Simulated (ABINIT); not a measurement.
Entries from a set of simulations; values are calculated unless marked as measured.

```json
{"subject": "Beyond one shot: CO2 (P4_2/mnm)", "lattice_ang": [[4.2272, 0.0, 0.0], [0.0, 4.2272, 0.0], [0.0, 0.0, 4.6878]], "atoms": [["C", 0.5, 0.5, 0.5], ["C", 0.0, 0.0, 0.0], ["O", 0.3048, 0.6952, 0.5], ["O", 0.6952, 0.3048, 0.5], ["O", 0.1952, 0.1952, 0.0], ["O", 0.8048, 0.8048, 0.0]], "method": "RPA screening on LDA from quasiparticle energies, plane waves, norm-conserving pseudopotentials (and 5 further levels or steps)", "program": "ABINIT 10.8.3", "settings": "cutoff 37 Ha, PseudoDojo scalar-relativistic 0.4.1 standard, norm-conserving, ngkpt (2, 2, 2), nband 71, ecuteps 3.9 Ha, gwcalctyp 10, inclvkb 2, shiftk (0, 0, 0), symchi 1, awtr 1, frequency ppm, cycle 3, q points all but q = 0, 2×2×2 k-mesh", "cost": "15 runs, 2.6 min in all on 8 MPI ranks of Arm Neoverse V2, shared host", "notes": "The program’s warnings: nproc spkpt=  >= nkpt= * nsppol=. The cell and positions are those that the Materials Project relaxed with its own functionals (PBE, PBE+U or r2SCAN), kept fixed. The first cycle of evGW0 takes the full correction, without the factor Z, so it overshoots the one-shot value. The 2×2×2 mesh is coarse for this cell, which bears on the long-range parts of exchange and screening.", "results": {"g0w0": "10.137 eV", "evgw0_cycle_1": "10.747 eV", "evgw0_cycle_2": "10.535 eV", "evgw0_cycle_3": "10.544 eV", "evgw_cycle_1": "11.264 eV", "evgw_cycle_2": "11.331 eV", "evgw_cycle_3": "11.335 eV", "known_limits": "short of the basis limit; coarse k mesh"}}
```

[Long decimals in the printed logs are rounded to 6 places.]

[Logs are printed without paths, hosts, clocks, repeated set-up lines and the standing remarks that a program may print on its own settings, such as how far it seeks lower states.]

[Paths, hosts, dates, memory and timing lines, banners, echoed tables and standing remarks are left out of the program output; an Ansatz launch command may be rebuilt from the run's recorded settings. Measured values are a selection of at most five: reports struck by readers or far from the other reports are left out. None is set beside runs whose start may be inverted or whose files or cutoffs have a known fault.]

[Runs of the session that timed out or met a known fault of the program may be left out.]

[Hosts, paths, dates, database ids (printed as entryN), source tags and the programs' standing remarks are cut or masked in the printed files.]

[G0W0 gaps are taken among the corrected bands and points alone; a level outside them can change the order at an edge.]

[Where Ansatz stands beside ABINIT at settings called matched, ABINIT's density can come from a denser mesh and the files from another edition; pairs whose starting gaps differed by over 0.03 eV were left out, so agreement reads better than it is.]
